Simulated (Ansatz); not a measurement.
# Phonons of HfAlGa in the AlB2 type

The plan: relax HfAlGa in the AlB2 type, check its phonons, and, if the lattice is stable, compute its Eliashberg function and ρ(T).

Program: Ansatz 0.2.0. Level of theory: DFT LDA, scalar-relativistic, plane waves, PAW; PAW set soft_1. Results are calculated unless marked as measured.

This is a report of a sequence of runs, with most program output left out.

The structure was built from a prototype and need not be the compound's stable phase.

**1. Starting point**

It takes space group P-6m2 (No. 187, hexagonal). Conventional cell: a = 4.010 Å, b = 4.010 Å, c = 4.211 Å, α = 90.00°, β = 90.00°, γ = 120.00°. Hf has 6 Ga at 3.13 Å and 6 Al at 3.13 Å nearest. Nearest to Al lie 3 Ga at 2.32 Å and 6 Hf at 3.13 Å. Nearest to Ga lie 3 Al at 2.32 Å and 6 Hf at 3.13 Å. Farther neighbours are not listed.

**2. Rough relaxation**

Large forces or a large pressure at the start call for a first relaxation with loose thresholds.

The input, input.yaml:

```yaml
crystal:
  lattice:
    - [4.01046, 0.0, 0.0]
    - [-2.00523, 3.47316, 0.0]
    - [0.0, 0.0, 4.21098]
  atoms:
    - { symbol: Hf, position: [0.0, 0.0, 0.0] }
    - { symbol: Al, position: [0.33333333, 0.66666667, 0.5] }
    - { symbol: Ga, position: [0.66666667, 0.33333333, 0.5] }
kpoints:
  mp_grid: { grid: [6, 6, 6] }
hamiltonian:
  xc: lda
  pseudopotentials: { kind: paw, azcp: { folder: soft_1 }, xc_functional: pbe }
scf:
  occupations: { method: gaussian, width: 0.1 }
output:
  forces: true
  stress: true
  eigenvalues: true
relax:
  adjacent_minimum: "off"
  f_tol: 0.05
  max_steps: 80
  cell: { stress_tol: 0.5 }
```

On the command line:

```console
> ansatz run input.yaml --threads 4 --pin off --max-ram 12288MiB --backend cpu --events-out ev --progress --plain --runs-dir out
```

Wall time 17 s (4 threads of Arm Neoverse V2, shared host); peak memory 0.35 GiB; 61 s of CPU time.

Step by step:

```
step  energy less that of the first step (eV)  largest force component (eV/Å)  pressure (GPa)  volume (Å³)
   1                                   0.0000                          0.0000           -9.70        58.65
   2                                  -0.3883                          0.0000           -6.88        55.52
   3                                  -0.6747                          0.0000           -3.48        52.77
   4                                  -0.8327                          0.0000            0.11        50.47
   5                                  -0.8877                          0.0000            1.03        49.62
   6                                  -0.9388                          0.0000           -0.12        49.63
   7                                  -0.9708                          0.0000            1.77        48.63
   8                                  -0.9782                          0.0000           -0.99        49.73
   9                                  -0.9803                          0.0000            0.19        49.26
 10*                                  -0.9801                          0.0000            0.20        49.26
```

Relaxation steps marked * repeat the geometry before them on a plane-wave basis chosen anew for their cell, so energy and pressure can jump there.

Forces are held to the 12 operations that the run works with; a distortion that breaks them can't arise in this run.

```csv
cell as run,before,after,change
a (Å),4.010,4.229,+5.4 %
b (Å),4.010,4.229,+5.4 %
c (Å),4.211,3.181,-24.5 %
volume (Å³/atom),19.55,16.42,-16.0 %
```

The relaxed structure:

```cif
data_structure
_symmetry_space_group_name_H-M 'P 1'
_symmetry_Int_Tables_number 1
_cell_length_a 4.2288
_cell_length_b 4.2288
_cell_length_c 3.1806
_cell_angle_alpha 90.000
_cell_angle_beta 90.000
_cell_angle_gamma 120.000
_cell_volume 49.26
loop_
_atom_site_label
_atom_site_type_symbol
_atom_site_fract_x
_atom_site_fract_y
_atom_site_fract_z
_atom_site_occupancy
Hf1 Hf 0.00000 0.00000 0.00000 1
Al2 Al 0.33333 0.66667 0.50000 1
Ga3 Ga 0.66667 0.33333 0.50000 1
```

This step gave:

| Property | Result |
| --- | --- |
| pressure | 0.1962 GPa |
| volume per atom | 16.42 Å³/atom |
| metallic on mesh | yes |
| gap on the k-mesh | 0 eV |

The largest force is now zero by symmetry and the largest stress component 0.21 GPa.

**3. Relaxation**

The structure is brought to rest under this functional.

input.yaml, the sections that differ from step 2:

```yaml
crystal:
  lattice:
    - [4.2288191227, 0.0, 0.0]
    - [-2.1144095614, 3.6622647883, 0.0]
    - [0.0, 0.0, 3.1805782134]
  atoms:
    - { symbol: Hf, position: [0.0, 0.0, 0.0] }
    - { symbol: Al, position: [0.3333333333, 0.6666666667, 0.5] }
    - { symbol: Ga, position: [0.6666666667, 0.3333333333, 0.5] }
kpoints:
  mp_grid: { grid: [9, 9, 10] }
relax:
  adjacent_minimum: "off"
  f_tol: 0.005
  max_steps: 80
  cell: { stress_tol: 0.05 }
# hamiltonian, scf, output: as in step 2
```

Wall time 23 s (4 threads); peak memory 0.4 GiB; 87 s of CPU time.

The steps of the relaxation:

```csv
step,energy less that of the first step (eV),largest force component (eV/Å),pressure (GPa),volume (Å³)
1,0.0000,0.0000,0.14,49.26
2,-0.0032,0.0000,0.85,48.95
3,0.0186,0.0000,1.09,48.91
4,-0.0065,0.0000,-0.20,49.33
5,-0.0073,0.0000,0.05,49.24
6,-0.0074,0.0000,0.01,49.26
7,-0.0074,0.0000,0.02,49.26
```

The log counts 1 steps on a newly chosen plane-wave basis, not all of them marked here; energy and pressure can jump at such steps. Relaxation step 3 was tried and not accepted.

```
conventional cell, symmetrised  before  after  change
                         a (Å)   4.229  4.285  +1.3 %
                         b (Å)   4.229  4.285  +1.3 %
                         c (Å)   3.181  3.098  -2.6 %
              volume (Å³/atom)   16.42  16.42  +0.0 %
```

The relaxed structure:

```xyz
3
Lattice="4.2850 0.0000 0.0000 -2.1425 3.7109 0.0000 0.0000 0.0000 3.0979" Properties=species:S:1:pos:R:3 pbc="T T T"
Hf    0.0000    0.0000    0.0000
Al    0.0000    2.4739    1.5490
Ga    2.1425    1.2370    1.5490
```

This step gave:

* pressure: 0.01588 GPa

The largest force is now zero by symmetry and the largest stress component 0.032 GPa.

**4. Relaxing tightly for phonons**

No force is left; the cell is relaxed once more with another smearing and tight thresholds.

input.yaml, the sections that differ from step 3:

```yaml
crystal:
  lattice:
    - [4.2849617665, 0.0, 0.0]
    - [-2.1424808833, 3.710885744, 0.0]
    - [0.0, 0.0, 3.0979402727]
  atoms:
    - { symbol: Hf, position: [0.0, 0.0, 0.0] }
    - { symbol: Al, position: [0.3333333333, 0.6666666667, 0.5] }
    - { symbol: Ga, position: [0.6666666667, 0.3333333333, 0.5] }
scf:
  occupations: { method: methfessel_paxton, width: 0.2 }
relax:
  adjacent_minimum: "off"
  f_tol: 0.001
  max_steps: 60
  cell: { stress_tol: 0.01 }
# kpoints, hamiltonian, output: as in step 3
```

It took 8.6 s on 4 threads; peak memory 0.41 GiB; 32 s of CPU time.

Little changed from the start: no atom moved by 0.005 Å and no cell edge by 0.1 %.

Numbers from this step:

* pressure: -0.002517 GPa

The largest force is now zero by symmetry and the largest stress component 0.0083 GPa, small enough for phonons.

**5. Phonons: q 2×2×2, k 4×4×6**

Couplings are defined for a stable lattice alone, so phonons come first.

The input, input.yaml:

```yaml
crystal:
  lattice:
    - [4.2851435322, 0.0, 0.0]
    - [-2.1425717661, 3.7110431578, 0.0]
    - [0.0, 0.0, 3.0979747423]
  atoms:
    - { symbol: Hf, position: [0.0, 0.0, 0.0] }
    - { symbol: Al, position: [0.3333333333, 0.6666666667, 0.5] }
    - { symbol: Ga, position: [0.6666666667, 0.3333333333, 0.5] }
kpoints:
  mp_grid: { grid: [4, 4, 6] }
hamiltonian:
  xc: lda
  pseudopotentials: { kind: paw, azcp: { folder: soft_1 }, xc_functional: pbe }
scf:
  occupations: { method: methfessel_paxton, width: 0.2 }
output:
  eigenvalues: true
phonons:
  method: dfpt
  qmesh: [2, 2, 2]
  temperatures: { t_max: 1000, t_step: 50 }
  qpath:
    path:
      - [[0.0, 0.0, 0.0], [0.5, 0.0, 0.0], [0.33333333, 0.33333333, 0.0], [0.0, 0.0, 0.0], [0.0, 0.0, 0.5], [0.5, 0.0, 0.5], [0.33333333, 0.33333333, 0.5], [0.0, 0.0, 0.5]]
      - [[0.5, 0.0, 0.5], [0.5, 0.0, 0.0]]
      - [[0.33333333, 0.33333333, 0.5], [0.33333333, 0.33333333, 0.0]]
    npoints: 10
```

Wall time 35 s (4 threads); peak memory 0.45 GiB; 2.2 min of CPU time.

Numbers from this step:

| Item | Value |
| --- | --- |
| share of imaginary modes in the plain interpolation between solved wavevectors | 0.0397 |
| highest frequency, solved or plainly interpolated | 379.5 cm⁻¹ |

Solved on the 2×2×2 mesh alone; all other wavevectors are interpolated. Phonon branches along the path, in cm⁻¹:

| point | branch 1 | branch 2 | branch 3 | branch 4 | branch 5 | branch 6 | branch 7 | branch 8 | branch 9 |
| --- | --- | --- | --- | --- | --- | --- | --- | --- | --- |
| Γ | 0 | 0 | 0 | 74 | 171 | 171 | 183 | 348 | 348 |
| halfway | 46 | 67 | 90 | 94 | 156 | 175 | 186 | 353 | 359 |
| M | 78 | 86 | 106 | 120 | 134 | 188 | 195 | 357 | 369 |
| halfway | 81 | 90 | 99 | 122 | 134 | 188 | 203 | 351 | 375 |
| K | 89 | 91 | 93 | 124 | 131 | 188 | 211 | 347 | 379 |
| halfway | 52 | 74 | 96 | 100 | 152 | 180 | 187 | 352 | 364 |
| Γ | 0 | 0 | 0 | 74 | 171 | 171 | 183 | 348 | 348 |
| halfway | 78 | 78 | 95 | 97 | 165 | 165 | 203 | 352 | 352 |
| A | 110 | 123 | 123 | 132 | 150 | 150 | 226 | 356 | 356 |
| halfway | 34 | 118 | 119 | 130 | 147 | 188 | 234 | 357 | 361 |
| L | -102 | 114 | 127 | 145 | 153 | 199 | 236 | 360 | 366 |
| halfway | -92 | 75 | 140 | 143 | 161 | 201 | 236 | 350 | 375 |
| H | -65 | -39 | 138 | 150 | 167 | 202 | 235 | 346 | 380 |
| halfway | -18 | 96 | 133 | 134 | 147 | 193 | 234 | 353 | 366 |
| A | 110 | 123 | 123 | 132 | 150 | 150 | 226 | 356 | 356 |
| jump to L | -102 | 114 | 127 | 145 | 153 | 199 | 236 | 360 | 366 |
| halfway | -47 | 97 | 113 | 140 | 141 | 196 | 216 | 358 | 367 |
| M | 78 | 86 | 106 | 120 | 134 | 188 | 195 | 357 | 369 |
| jump to H | -65 | -39 | 138 | 150 | 167 | 202 | 235 | 346 | 380 |
| halfway | 30 | 36 | 132 | 134 | 148 | 204 | 218 | 346 | 379 |
| K | 89 | 91 | 93 | 124 | 131 | 188 | 211 | 347 | 379 |

Lowest modes at the softest wavevector of the mesh. Modes at q = (0.000, 0.500, 0.500), with each element's share of the kinetic energy (negative means imaginary):

| mode | frequency (cm⁻¹) | Hf % | Al % | Ga % |
| --- | --- | --- | --- | --- |
| 1 | -102.4 | 83 | 9 | 8 |
| 2 | 114.1 | 100 | 0 | 0 |
| 3 | 126.7 | 3 | 10 | 87 |
| 4 | 145.3 | 0 | 17 | 83 |
| 5 | 153.3 | 81 | 0 | 18 |
| 6 | 198.8 | 16 | 8 | 76 |

Displacements in mode 1 (-102.4 cm⁻¹), the largest set to 1, in the home cell:
```
Hf1 0.00 1.00 0.00
Al2 0.00 0.00 0.85
Ga3 0.00 0.00 0.49
```

Displacements in mode 6 (198.8 cm⁻¹), the largest set to 1, in the home cell:
```
Hf1  0.00  0.00  0.28
Al2  0.00  0.51  0.00
Ga3  0.00 -1.00  0.00
```

Among the solved wavevectors the lowest mode, translations apart, is -102 cm⁻¹, imaginary.

**6. Lattice stability: q 3×3×2, k 6×6×8**

An imaginary mode on so few k-points may come from the sampling, so the phonons are repeated with another q and k mesh.

Changes to input.yaml since step 5:

```diff
@@ -10,3 +10,3 @@
 kpoints:
-  mp_grid: { grid: [4, 4, 6] }
+  mp_grid: { grid: [6, 6, 8] }
 hamiltonian:
@@ -20,3 +20,3 @@
   method: dfpt
-  qmesh: [2, 2, 2]
+  qmesh: [3, 3, 2]
   temperatures: { t_max: 1000, t_step: 50 }
```

Elapsed: 2.2 min, on 4 threads; peak memory 0.65 GiB.

Numbers from this step:

```yaml
share_of_imaginary_modes_in_the_plain_interpolation_between_solved_wavevectors: 0.0311
highest_frequency_solved_or_plainly_interpolated: 383.2 cm⁻¹
```

Solved on the 3×3×2 mesh alone; all other wavevectors are interpolated. The phonon branches at the labelled points (cm⁻¹):

| point | branch 1 | branch 2 | branch 3 | branch 4 | branch 5 | branch 6 | branch 7 | branch 8 | branch 9 |
| --- | --- | --- | --- | --- | --- | --- | --- | --- | --- |
| Γ | 0 | 0 | 0 | 87 | 173 | 173 | 194 | 347 | 347 |
| halfway | 50 | 64 | 77 | 100 | 154 | 170 | 194 | 351 | 359 |
| M | 81 | 86 | 90 | 118 | 130 | 186 | 195 | 345 | 369 |
| halfway | 84 | 87 | 91 | 118 | 130 | 185 | 202 | 345 | 366 |
| K | 86 | 88 | 92 | 119 | 128 | 183 | 209 | 344 | 364 |
| halfway | 57 | 71 | 83 | 103 | 150 | 174 | 192 | 352 | 360 |
| Γ | 0 | 0 | 0 | 87 | 173 | 173 | 194 | 347 | 347 |
| halfway | 83 | 83 | 98 | 122 | 169 | 169 | 218 | 354 | 354 |
| A | 109 | 127 | 127 | 157 | 157 | 170 | 242 | 361 | 361 |
| halfway | 72 | 123 | 124 | 145 | 150 | 192 | 236 | 359 | 365 |
| L | -76 | 115 | 132 | 145 | 152 | 200 | 233 | 361 | 370 |
| halfway | -72 | 75 | 142 | 147 | 158 | 202 | 234 | 354 | 378 |
| H | -52 | -38 | 140 | 153 | 163 | 203 | 234 | 351 | 383 |
| halfway | 62 | 100 | 138 | 145 | 149 | 195 | 236 | 357 | 369 |
| A | 109 | 127 | 127 | 157 | 157 | 170 | 242 | 361 | 361 |
| jump to L | -76 | 115 | 132 | 145 | 152 | 200 | 233 | 361 | 370 |
| halfway | -36 | 99 | 115 | 138 | 139 | 197 | 213 | 353 | 370 |
| M | 81 | 86 | 90 | 118 | 130 | 186 | 195 | 345 | 369 |
| jump to H | -52 | -38 | 140 | 153 | 163 | 203 | 234 | 351 | 383 |
| halfway | 27 | 40 | 133 | 134 | 143 | 203 | 216 | 347 | 374 |
| K | 86 | 88 | 92 | 119 | 128 | 183 | 209 | 344 | 364 |

Lowest modes at the softest wavevector of the mesh. The modes at q = (-0.333, -0.333, 0.500) (shares of kinetic energy by element, %) (negative means imaginary):

| mode | frequency (cm⁻¹) | Hf % | Al % | Ga % |
| --- | --- | --- | --- | --- |
| 1 | -51.9 | 80 | 20 | 0 |
| 2 | -37.6 | 65 | 0 | 35 |
| 3 | 139.8 | 3 | 16 | 82 |
| 4 | 153.1 | 35 | 0 | 65 |
| 5 | 163.2 | 94 | 5 | 1 |
| 6 | 203.2 | 0 | 0 | 100 |

Displacements in mode 1 (-51.9 cm⁻¹), the largest set to 1, in the home cell (x, y, z of the real part, then of the imaginary part):
```
Hf1 0.00 0.55 0.00 0.55 0.00 0.00
Al2 0.00 0.00 1.00 0.00 0.00 0.00
Ga3 0.00 0.00 0.00 0.00 0.00 0.00
```

Displacements in mode 6 (203.2 cm⁻¹), the largest set to 1, in the home cell (x, y, z of the real part, then of the imaginary part):
```
Hf1  0.00  0.00  0.00  0.00  0.00  0.00
Al2  0.00  0.00  0.00  0.00  0.00  0.00
Ga3  0.87  0.50  0.00 -0.50  0.87  0.00
```

The modes has structure finer than the step of the table below, so its rows give means over 20 cm⁻¹, whole bins alone (the curve runs from -85.4 to 405 cm⁻¹). Peaks (cm⁻¹: height): Al 232.0: 0.0219, 352.2: 0.0744; Ga 142.6: 0.0404, 170.4: 0.0159, 198.1: 0.0368, 367.6: 0.0108; Hf -57.7: 0.0049, 81.0: 0.0259, 145.7: 0.0272, 198.1: 0.006.

Phonopy on the run's constants, 15x15x19 mesh, Gaussian sigma 3.5 cm⁻¹. The modes by wavenumber; means over each step; values in 1/cm⁻¹/cell:

```
wavenumber (cm⁻¹)       Al       Ga       Hf
              -60   6.3e-4   8.3e-4  0.00417
              -40   4.5e-4   7.7e-4  0.00340
              -20   2.1e-4   4.6e-4  0.00180
                0   4.4e-5   9.4e-5   3.8e-4
               20   3.2e-4   8.9e-4  0.00289
               40   7.4e-4  0.00254  0.00737
               60  0.00137  0.00610   0.0166
               80  0.00150  0.00793   0.0241
              100  0.00208   0.0138   0.0193
              120  0.00247   0.0147   0.0221
              140  0.00617   0.0340   0.0237
              160  0.00296   0.0154   0.0106
              180  0.00585   0.0133  0.00291
              200   0.0156   0.0244  0.00446
              220   0.0143  0.00138  0.00288
              240  0.00875   6.4e-4  0.00156
              260   3.9e-6   2.5e-7   1.2e-7
              280        0        0        0
              300        0        0        0
              320        0        0        0
              340   0.0159  0.00111   1.7e-4
              360   0.0580  0.00862   6.5e-4
              380   0.0126  0.00273   2.2e-4
```

No LO-TO term; unit eigenvectors of the mass-weighted matrix. Modes at Γ, with each element's share of the kinetic energy:

```csv
mode,frequency (cm⁻¹),symmetry,Hf %,Al %,Ga %
1,0.0,unnamed,65,10,25
2,0.0,unnamed,65,10,25
3,0.0,unnamed,65,10,25
4,87.2,A2'',17,9,73
5,172.6,E',34,8,58
6,172.6,E',34,8,58
7,194.4,A2'',18,81,1
8,347.0,E',1,83,16
9,347.0,E',1,83,16
```

Displacements in mode 4 (87.2 cm⁻¹), the largest set to 1:
```
Hf1  0.00  0.00 -0.31
Al2  0.00  0.00 -0.57
Ga3  0.00  0.00  1.00
```

Displacements in mode 9 (347.0 cm⁻¹), the largest set to 1:
```
Hf1 -0.04  0.00  0.00
Al2  1.00  0.00  0.00
Ga3 -0.28  0.00  0.00
```

Among the solved wavevectors the lowest mode, translations apart, is -51.9 cm⁻¹, imaginary.

**7. Coupling and resistivity: q 3×3×2, k 6×6×8, scattering 8×8×12**

Phonons, couplings and the Boltzmann equation in one run.

Changes to input.yaml since step 6:

```diff
@@ -28 +28,4 @@
     npoints: 10
+  electrical_resistivity:
+    mesh: [8, 8, 12]
+    temperatures: [20.0, 50.0, 77.0, 100.0, 150.0, 200.0, 300.0, 400.0, 600.0, 800.0]
```

Wall time 2.8 min (4 threads); peak memory 0.64 GiB.

The run ended with an error.

The program's message: “electrical resistivity: the mode of lowest frequency at the wavevector [0.0000, -0.5000, -0.5000] is imaginary, -76.34 cm⁻¹ (written negative): the force constants describe an unstable lattice; relax …”

The run stops because a mode is imaginary on the scattering mesh, where no scattering rate is defined; denser k meshes, other smearings and, between solved wavevectors, finer q meshes show whether the instability is real.

**8. Results**

| Property | Result |
| --- | --- |
| phonon run of the rows without a label of their own | LDA, q 3×3×2, k 6×6×8 |
| softest mode on the q mesh | -51.9 cm⁻¹ at q = (-0.333, -0.333, 0.5) |
| highest frequency, solved or plainly interpolated | 383 cm⁻¹ |

**Reading.** The lattice is dynamically unstable at this level: a mode at q = (-0.333, -0.333, 0.5) is imaginary, 51.9i cm⁻¹, so no harmonic coupling constant or resistivity is defined for this structure. These meshes are coarse, and single modes of a metal can move by tens of cm⁻¹ with the k mesh. The coarser mesh found an imaginary mode at another wavevector, which this mesh lacks. Spin–orbit coupling, left out here, matters for Hf. The phonon runs are not spin-polarised. The PAW files were made for PBE; under other functionals the run regenerates their frozen core. The structure was built by hand as an ordered model, and its stability against other phases was not tested.

[Logs are printed without paths, hosts, clocks, repeated set-up lines and the standing remarks that a program may print on its own settings, such as how far it seeks lower states.]

[Hosts, paths, dates, database ids (printed as entryN), source tags and the programs' standing remarks are cut or masked in the printed files.]
